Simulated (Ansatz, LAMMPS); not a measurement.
# Elastic response of amorphous 43Bi2O3-57BaO (mol %) (99 atoms), part 3 of 3

Aim: relax amorphous 43Bi2O3-57BaO (mol %) (99 atoms), then change its volume and shape to read moduli from the stress.

Ansatz 0.2.0; Kohn-Sham DFT, PBE, PAW (set soft_2), plane waves.

The cell: 26 Bi, 17 Ba and 56 O. The quench rate of 50 K/ps far exceeds what a furnace or splat quench reaches. The starting topology of bonds comes from the classical model. The Brillouin zone is sampled at Γ only. No spin–orbit coupling is included.

So far. Step 6 (Volume +3 %): The relaxation converged after 5 steps, 0.313 eV below its start, with a largest force component of 0.043 eV/Å. Step 6 (Volume +3 %): Volume +3 %: the energy stands 0.121 eV above that of the reference, at a pressure of -0.610 GPa.

**7. Volume -6 %**

The relaxed cell is scaled to another volume.

Input and log are left out; they have the form of those shown for this kind of step.

Elapsed: 4.3 min, on 8 threads of Arm Neoverse V1, shared host; peak memory 3.2 GiB.

The relaxation converged after 10 steps, 1.50 eV below its start, with a largest force component of 0.042 eV/Å.

Volume -6 %: the energy stands 0.564 eV above that of the reference, at a pressure of 1.46 GPa.

**8. Volume +6 %**

The relaxed cell is scaled to another volume.

Input and log are left out; they have the form of those shown for this kind of step.

Elapsed: 3.1 min, on 8 threads of Arm Neoverse V1, shared host; peak memory 3.5 GiB.

The relaxation converged after 7 steps, 1.21 eV below its start, with a largest force component of 0.034 eV/Å.

Volume +6 %: the energy stands 0.441 eV above that of the reference, at a pressure of -1.03 GPa.

**9. Volume -10 %**

The relaxed cell is scaled to another volume.

Input and log are left out; they have the form of those shown for this kind of step.

It took 3.9 min on 8 threads of Arm Neoverse V1, shared host; peak memory 3.1 GiB; 30 min of CPU time.

The relaxation converged after 10 steps, 4.53 eV below its start, with a largest force component of 0.037 eV/Å.

Volume -10 %: the energy stands 1.65 eV above that of the reference, at a pressure of 2.77 GPa.

**10. Stretched by 1 % along x**

The relaxed cell is strained along x alone, which gives the stiffness along x and its coupling to y and z.

The input, input.yaml:

```yaml
crystal:
  lattice:
    - [12.93272, -0.07725, 0.5131]
    - [-0.07802, 12.70569, 0.03259]
    - [0.51823, 0.03259, 13.26525]
  atoms:
    [... the 99 atom lines of step 4 ...]
kpoints:
  mp_grid: { grid: [1, 1, 1] }
hamiltonian:
  xc: pbe
scf:
  occupations: { method: gaussian, width: 0.025 }
output:
  forces: true
  eigenvalues: true
  stress: true
relax:
  f_tol: 0.05
  max_steps: 70
```

Command:

```bash
$ ansatz run input.yaml --threads 8 --pin off --max-ram 15872MiB --backend cpu --events-out ev --progress --plain --runs-dir out
```

Numbers of over 12 decimals in the logs are rounded to 6 here.

Log:

```text
[...]
Crystal: 99 atoms, lattice volume = 2176.260 Å³
Basis set: ecut = 420 eV, 42557 PW (Γ), exchange–correlation on 180×180×180 points (8 copies of the dense FFT grid, shifted against one another)
Bands: 547, of which v1, the nominal top of the filled ones, is band 448 counted from 1 (447 counted from 0)
Symmetry: 1 space group operations
[...]
k-points: 1
[...]
SCF iter   1: F=—  HF=-455256.482386 eV  |F-HF|=—  |Δ(HF+E_count)|=         —  Δρ=2.95e-3  dr2=2.83e-1  ethr=1.77e-3  ⟨swp⟩=6.0  Hψ=2334  notcnv=0  defer=45
[...]
SCF iter   8: F=-455256.456495 eV  HF=-455256.456490 eV  |F-HF|=4.83e-6  |Δ(HF+E_count)|=   2.69e-5  Δρ=1.28e-5  dr2=4.48e-6  ethr=6.75e-9  ⟨swp⟩=11.0  Hψ=2654  notcnv=0
SCF 1 converged in 8 iterations: F = -455256.456495 eV  dr2 = 4.48e-6
[...]
relax step   1: F+E_penalty+E_count = -455256.45649503 eV  Δ(F+E_penalty+E_count) = +0.000e0 eV  max|allowed force component| = 2.656e-1 eV/Å  Δτ_max = 0.0000 Å  (8 SCF iters, dr2 threshold 6.25e-5 eV, accepted)
[...]
relax step   2: F+E_penalty+E_count = -455256.43101920 eV  Δ(F+E_penalty+E_count) = +2.548e-2 eV  max|allowed force component| = 3.895e-1 eV/Å  Δτ_max = 0.0842 Å  (8 SCF iters, dr2 threshold 4.41e-6 eV, rejected (line search))
[...]
relax step   3: F+E_penalty+E_count = -455256.51095926 eV  Δ(F+E_penalty+E_count) = -5.446e-2 eV  max|allowed force component| = 5.725e-2 eV/Å  Δτ_max = 0.0342 Å  (10 SCF iters, accepted)
relax step   4: F+E_penalty+E_count = -455256.49907863 eV  Δ(F+E_penalty+E_count) = +1.188e-2 eV  max|allowed force component| = 1.293e-1 eV/Å  Δτ_max = 0.1000 Å  (11 SCF iters, rejected (line search))
[...]
relax step   5: F+E_penalty+E_count = -455256.52058067 eV  Δ(F+E_penalty+E_count) = -9.621e-3 eV  max|allowed force component| = 2.250e-2 eV/Å  Δτ_max = 0.0445 Å  (10 SCF iters, accepted)
SCF converged after 10 iterations
Free energy (F): -455256.520581 eV
[...]
Internal energy: -455256.520581 eV  (E = F + TS)
E sigma→0 (E₀):  -455256.520581 eV
Fermi energy:    7.901573 eV
[...]
--- Forces (eV/Å), atoms counted from 1 ---
  atom   1  Bi     0.00989062    -0.01698557    -0.00707122
  atom   2  Bi    -0.00330821    -0.00467576     0.00138622
  atom   3  Bi     0.00499482    -0.00119063    -0.01304583
  atom   4  Bi     0.00144323    -0.00240610    -0.00529042
  atom   5  Bi    -0.00756208     0.01490346    -0.00576162
  atom   6  Bi    -0.00176199     0.00432406    -0.00958914
  atom   7  Bi     0.02163575    -0.01156935    -0.00911383
  atom   8  Bi    -0.00026586    -0.01047076     0.01497726
  atom   9  Bi     0.00325613    -0.00382231     0.00637820
  atom  10  Bi     0.00608344     0.00380555     0.00385391
  atom  11  Bi     0.00258370     0.00213749    -0.00405991
  atom  12  Bi     0.00099562     0.00205727    -0.00397575
  atom  13  Bi    -0.00064261     0.00097317     0.00590890
  atom  14  Bi    -0.00476894    -0.01356456    -0.00261907
[...]
atom  98  O     -0.00265384     0.00359578     0.00054195
  atom  99  O     -0.00002906    -0.00295269    -0.00224356
  max |Σ_I F_I| component: 6.40e-5 eV/Å
--- Stress (GPa, compression-positive) ---
       -0.331443      -0.036317       0.042255
       -0.036317      -0.152753       0.036034
        0.042255       0.036034      -0.116294
  P = ⅓ Tr σ = -0.2002 GPa (-2.002 kbar)
--- Band table (eV) ---
[...]
--- Relaxed structure (5 steps of the walk, 3 accepted, 0 SCFs on fresh bases) ---
  F+E_penalty+E_count = -455256.52058067 eV   max|allowed force component| = 2.250e-2 eV/Å
  atoms:
    - { symbol: Bi, position: [0.094566, 0.408068, 0.910849] }
    - { symbol: Bi, position: [0.130681, 0.981764, 0.724013] }
    - { symbol: Bi, position: [0.145112, 0.308180, 0.205700] }
    - { symbol: Bi, position: [0.281904, 0.619449, 0.922931] }
[...]
- { symbol: O, position: [0.678563, 0.993928, 0.820756] }
```

Elapsed: 2.1 min, on 8 threads of Arm Neoverse V1, shared host; peak memory 3.3 GiB; 16 min of CPU time.

The relaxation converged after 5 steps, 0.0641 eV below its start, with a largest force component of 0.023 eV/Å.

Stretched by 1 % along x: the energy stands 0.0182 eV above that of the reference, at a pressure of -0.200 GPa.

**11. Compressed by 1 % along x**

The relaxed cell is strained along x alone, which gives the stiffness along x and its coupling to y and z.

input.yaml, the sections that differ from step 10:

```yaml
crystal:
  lattice:
    - [12.67662, -0.07725, 0.5131]
    - [-0.07648, 12.70569, 0.03259]
    - [0.50797, 0.03259, 13.26525]
  atoms:
    [... the 99 atom lines of step 4 ...]
# kpoints, hamiltonian, scf, output, relax: as in step 10
```

Log:

```text
[...]
Crystal: 99 atoms, lattice volume = 2133.164 Å³
Basis set: ecut = 420 eV, 41693 PW (Γ), exchange–correlation on 180×180×180 points (8 copies of the dense FFT grid, shifted against one another)
Bands: 547, of which v1, the nominal top of the filled ones, is band 448 counted from 1 (447 counted from 0)
Symmetry: 1 space group operations
[...]
k-points: 1
[...]
SCF iter   1: F=—  HF=-455256.471552 eV  |F-HF|=—  |Δ(HF+E_count)|=         —  Δρ=2.97e-3  dr2=2.74e-1  ethr=1.77e-3  ⟨swp⟩=6.0  Hψ=2335  notcnv=0  defer=57
[...]
SCF iter   7: F=—  HF=-455256.448243 eV  |F-HF|=—  |Δ(HF+E_count)|=   1.17e-4  Δρ=4.85e-5  dr2=5.81e-5  ethr=1.36e-8  ⟨swp⟩=2.0  Hψ=746  notcnv=0  defer=93
SCF iter   8: F=-455256.448270 eV  HF=-455256.448265 eV  |F-HF|=4.51e-6  |Δ(HF+E_count)|=   2.20e-5  Δρ=1.23e-5  dr2=4.11e-6  ethr=6.49e-9  ⟨swp⟩=11.0  Hψ=2901  notcnv=0
SCF 1 converged in 8 iterations: F = -455256.448270 eV  dr2 = 4.11e-6
[...]
relax step   1: F+E_penalty+E_count = -455256.44826994 eV  Δ(F+E_penalty+E_count) = +0.000e0 eV  max|allowed force component| = 2.896e-1 eV/Å  Δτ_max = 0.0000 Å  (8 SCF iters, dr2 threshold 6.25e-5 eV, accepted)
[...]
relax step   2: F+E_penalty+E_count = -455256.43447432 eV  Δ(F+E_penalty+E_count) = +1.380e-2 eV  max|allowed force component| = 2.538e-1 eV/Å  Δτ_max = 0.0588 Å  (8 SCF iters, dr2 threshold 5.24e-6 eV, rejected (line search))
[...]
relax step   3: F+E_penalty+E_count = -455256.50388591 eV  Δ(F+E_penalty+E_count) = -5.562e-2 eV  max|allowed force component| = 8.137e-2 eV/Å  Δτ_max = 0.0284 Å  (11 SCF iters, accepted)
relax step   4: F+E_penalty+E_count = -455256.48944989 eV  Δ(F+E_penalty+E_count) = +1.444e-2 eV  max|allowed force component| = 2.090e-1 eV/Å  Δτ_max = 0.1000 Å  (11 SCF iters, rejected (line search))
[...]
relax step   5: F+E_penalty+E_count = -455256.51244563 eV  Δ(F+E_penalty+E_count) = -8.560e-3 eV  max|allowed force component| = 3.737e-2 eV/Å  Δτ_max = 0.0308 Å  (10 SCF iters, accepted)
SCF converged after 10 iterations
Free energy (F): -455256.512446 eV
[...]
Internal energy: -455256.512446 eV  (E = F + TS)
E sigma→0 (E₀):  -455256.512446 eV
Fermi energy:    8.136644 eV
[...]
Σ components = -455256.512446   (vs F -455256.512446, Δ=0.00e0)
--- Forces (eV/Å), atoms counted from 1 ---
  atom   1  Bi     0.00939169     0.01339249    -0.00644799
  atom   2  Bi     0.00509477     0.01145290    -0.00559623
  atom   3  Bi    -0.00802178     0.01383470     0.02063411
  atom   4  Bi     0.00148710    -0.00537040    -0.00873491
[...]
atom  99  O     -0.00349316    -0.00566936    -0.00578598
  max |Σ_I F_I| component: 2.84e-5 eV/Å
--- Stress (GPa, compression-positive) ---
        0.370810       0.035977      -0.000239
        0.035977       0.174035      -0.011794
       -0.000239      -0.011794       0.141114
  P = ⅓ Tr σ = 0.2287 GPa (2.287 kbar)
--- Band table (eV) ---
[...]
--- Relaxed structure (5 steps of the walk, 3 accepted, 0 SCFs on fresh bases) ---
  F+E_penalty+E_count = -455256.51244563 eV   max|allowed force component| = 3.737e-2 eV/Å
  atoms:
    - { symbol: Bi, position: [0.094214, 0.408061, 0.910448] }
    - { symbol: Bi, position: [0.132607, 0.982674, 0.724321] }
    - { symbol: Bi, position: [0.142942, 0.310689, 0.205373] }
    - { symbol: Bi, position: [0.285087, 0.619684, 0.920351] }
[...]
- { symbol: O, position: [0.677050, 0.991990, 0.821374] }
```

It took 2.1 min on 8 threads; peak memory 3.3 GiB; 16 min of CPU time.

The relaxation converged after 5 steps, 0.0642 eV below its start, with a largest force component of 0.037 eV/Å.

Compressed by 1 % along x: the energy stands 0.0264 eV above that of the reference, at a pressure of 0.229 GPa.

**12. Sheared by 2 % in xy**

A shear of the relaxed cell gives the modulus that volume changes can't reach.

input.yaml, the sections that differ from step 11:

```yaml
crystal:
  lattice:
    - [12.8039, 0.0508, 0.5131]
    - [0.04981, 12.70492, 0.03259]
    - [0.51343, 0.03772, 13.26525]
  atoms:
    [... the 99 atom lines of step 4 ...]
# kpoints, hamiltonian, scf, output, relax: as in step 11
```

Log:

```text
[...]
Crystal: 99 atoms, lattice volume = 2154.497 Å³
Basis set: ecut = 420 eV, 42153 PW (Γ), exchange–correlation on 180×180×180 points (8 copies of the dense FFT grid, shifted against one another)
Bands: 547, of which v1, the nominal top of the filled ones, is band 448 counted from 1 (447 counted from 0)
Symmetry: 1 space group operations
[...]
k-points: 1
[...]
SCF iter   1: F=—  HF=-455256.464090 eV  |F-HF|=—  |Δ(HF+E_count)|=         —  Δρ=2.94e-3  dr2=2.71e-1  ethr=1.77e-3  ⟨swp⟩=6.0  Hψ=2334  notcnv=0  defer=46
[...]
SCF iter   8: F=-455256.440426 eV  HF=-455256.440421 eV  |F-HF|=4.51e-6  |Δ(HF+E_count)|=   2.43e-5  Δρ=1.25e-5  dr2=4.19e-6  ethr=6.56e-9  ⟨swp⟩=11.0  Hψ=2658  notcnv=0
SCF 1 converged in 8 iterations: F = -455256.440426 eV  dr2 = 4.19e-6
[...]
relax step   1: F+E_penalty+E_count = -455256.44042568 eV  Δ(F+E_penalty+E_count) = +0.000e0 eV  max|allowed force component| = 3.257e-1 eV/Å  Δτ_max = 0.0000 Å  (8 SCF iters, dr2 threshold 6.25e-5 eV, accepted)
[...]
relax step   2: F+E_penalty+E_count = -455256.38028740 eV  Δ(F+E_penalty+E_count) = +6.014e-2 eV  max|allowed force component| = 4.917e-1 eV/Å  Δτ_max = 0.0902 Å  (8 SCF iters, dr2 threshold 6.63e-6 eV, rejected (line search))
[...]
relax step   3: F+E_penalty+E_count = -455256.50114314 eV  Δ(F+E_penalty+E_count) = -6.072e-2 eV  max|allowed force component| = 7.580e-2 eV/Å  Δτ_max = 0.0390 Å  (11 SCF iters, accepted)
relax step   4: F+E_penalty+E_count = -455256.46481106 eV  Δ(F+E_penalty+E_count) = +3.633e-2 eV  max|allowed force component| = 2.389e-1 eV/Å  Δτ_max = 0.1000 Å  (11 SCF iters, rejected (line search))
[...]
relax step   5: F+E_penalty+E_count = -455256.51243521 eV  Δ(F+E_penalty+E_count) = -1.129e-2 eV  max|allowed force component| = 3.176e-2 eV/Å  Δτ_max = 0.0349 Å  (11 SCF iters, accepted)
SCF converged after 11 iterations
Free energy (F): -455256.512435 eV
[...]
Internal energy: -455256.512435 eV  (E = F + TS)
E sigma→0 (E₀):  -455256.512435 eV
Fermi energy:    8.005685 eV
[...]
--- Forces (eV/Å), atoms counted from 1 ---
  atom   1  Bi    -0.00658288    -0.00584082    -0.01962262
  atom   2  Bi     0.00610327     0.00109667    -0.00762203
  atom   3  Bi     0.00980598    -0.01791912     0.00049857
  atom   4  Bi     0.00393654     0.01163406    -0.02126401
  atom   5  Bi     0.00553059    -0.00217299     0.00417553
  atom   6  Bi    -0.01290095    -0.00782436     0.00886104
  atom   7  Bi    -0.00209439    -0.00377662    -0.00576233
  atom   8  Bi     0.00300926    -0.00210846    -0.00451596
  atom   9  Bi     0.00028873    -0.01354246    -0.01008932
  atom  10  Bi    -0.00572759     0.00589008     0.01280604
  atom  11  Bi    -0.00864271    -0.00996943    -0.00218912
  atom  12  Bi     0.00217679     0.00053685     0.01175024
  atom  13  Bi    -0.00344987     0.00561467    -0.00924648
  atom  14  Bi    -0.00648524    -0.00637116     0.01669363
[...]
atom  98  O      0.00191314    -0.00577087    -0.00206747
  atom  99  O      0.00201984     0.00766640    -0.00033966
  max |Σ_I F_I| component: 5.00e-5 eV/Å
--- Stress (GPa, compression-positive) ---
       -0.039506      -0.233641       0.062039
       -0.233641      -0.015317       0.018766
        0.062039       0.018766       0.062872
  P = ⅓ Tr σ = 0.0027 GPa (0.027 kbar)
--- Band table (eV) ---
[...]
--- Relaxed structure (5 steps of the walk, 3 accepted, 0 SCFs on fresh bases) ---
  F+E_penalty+E_count = -455256.51243521 eV   max|allowed force component| = 3.176e-2 eV/Å
  atoms:
    - { symbol: Bi, position: [0.095617, 0.407042, 0.910899] }
    - { symbol: Bi, position: [0.132081, 0.980612, 0.722505] }
    - { symbol: Bi, position: [0.145550, 0.310347, 0.205844] }
    - { symbol: Bi, position: [0.282876, 0.616663, 0.922169] }
[...]
- { symbol: O, position: [0.678756, 0.992458, 0.820896] }
```

Wall time 2.2 min (8 threads); peak memory 3.3 GiB; 17 min of CPU time.

The relaxation converged after 5 steps, 0.0720 eV below its start, with a largest force component of 0.032 eV/Å.

Sheared by 2 % in xy: the energy stands 0.0264 eV above that of the reference, at a pressure of 0.00268 GPa.

**13. Pressure against volume**

Atoms are relaxed at each volume, in the scaled cell.

```csv
volume change (%),volume (Å³/atom),energy change (meV/atom),pressure (GPa),largest move on relaxing (Å),bonds,gap (eV)
-10,19.588,16.69,2.77,0.95,210,2.17
-6,20.459,5.70,1.46,0.44,206,2.27
-3,21.112,1.46,0.74,0.17,200,2.30
+0,21.765,0.00,0.00,-,197,2.33
+3,22.418,1.22,-0.61,0.13,194,2.34
+6,23.071,4.45,-1.03,0.28,188,2.35
```

**14. Uniaxial strain and shear**

Stress (GPa, compression positive) less that of the relaxed cell, atoms relaxed:

| strain | xx | yy | zz | xy | energy change (meV/atom) |
| --- | --- | --- | --- | --- | --- |
| stretched by 1 % along x | -0.336 | -0.147 | -0.116 | -0.037 | 0.18 |
| compressed by 1 % along x | 0.366 | 0.180 | 0.141 | 0.035 | 0.27 |
| sheared by 2 % in xy | -0.044 | -0.010 | 0.063 | -0.235 | 0.27 |

**15. Outcome**

The bulk modulus, from the slope of pressure against ln V over the three points nearest the relaxed volume, is 22.5 GPa; between neighbouring points the slope runs 30, 23, 24, 21 and 15 GPa from the smallest volume up, without a steady fall, so no pressure derivative is given. The count of bonds runs from 188 to 210 over the series, so at some points contacts cross the cutoffs. At -10 % some atom moved by over 0.5 Å on relaxing, so that point may sit in another local minimum. The gap goes from 2.17 eV at the smallest volume to 2.35 eV at the largest, +1.0 eV per unit of ln V by a straight line, on the run's k-points. In the Cartesian axes of the cell, finite differences give C11 = 35.1, C12 = 16.3, C13 = 12.9 and C66 = 11.7 GPa (the shear of 2 % is the engineering strain, εxy = 0.01). The mean of C11, C12 and C13, which equals the bulk modulus in a cubic or isotropic solid, is 21.4 GPa: it agrees with the bulk modulus within 10 %. For an isotropic solid C66 would equal (C11 − C12)/2 = 9.39 GPa; so small a sample needn't be isotropic, and C66 rests on one shear. With the bulk modulus and C66 as K and G, Young's modulus would be about 30 GPa and Poisson's ratio 0.28.

**Limits.** Strains are finite and relaxations stop at the force tolerance of the input, which can leave moduli too stiff; they are those of a static cell at zero temperature. Volumes are changed with the cell's shape held, so in an anisotropic solid the modulus lies over the one under free hydrostatic load. The program notes that the SCF threshold of the relaxations is loose for the stress.

The DFT runs together took 52 min of wall time.

[Logs are printed without paths, hosts, clocks, repeated set-up lines and the standing remarks that a program may print on its own settings, such as how far it seeks lower states.]

[Hosts, paths, dates, database ids (printed as entryN), source tags and the programs' standing remarks are cut or masked in the printed files.]
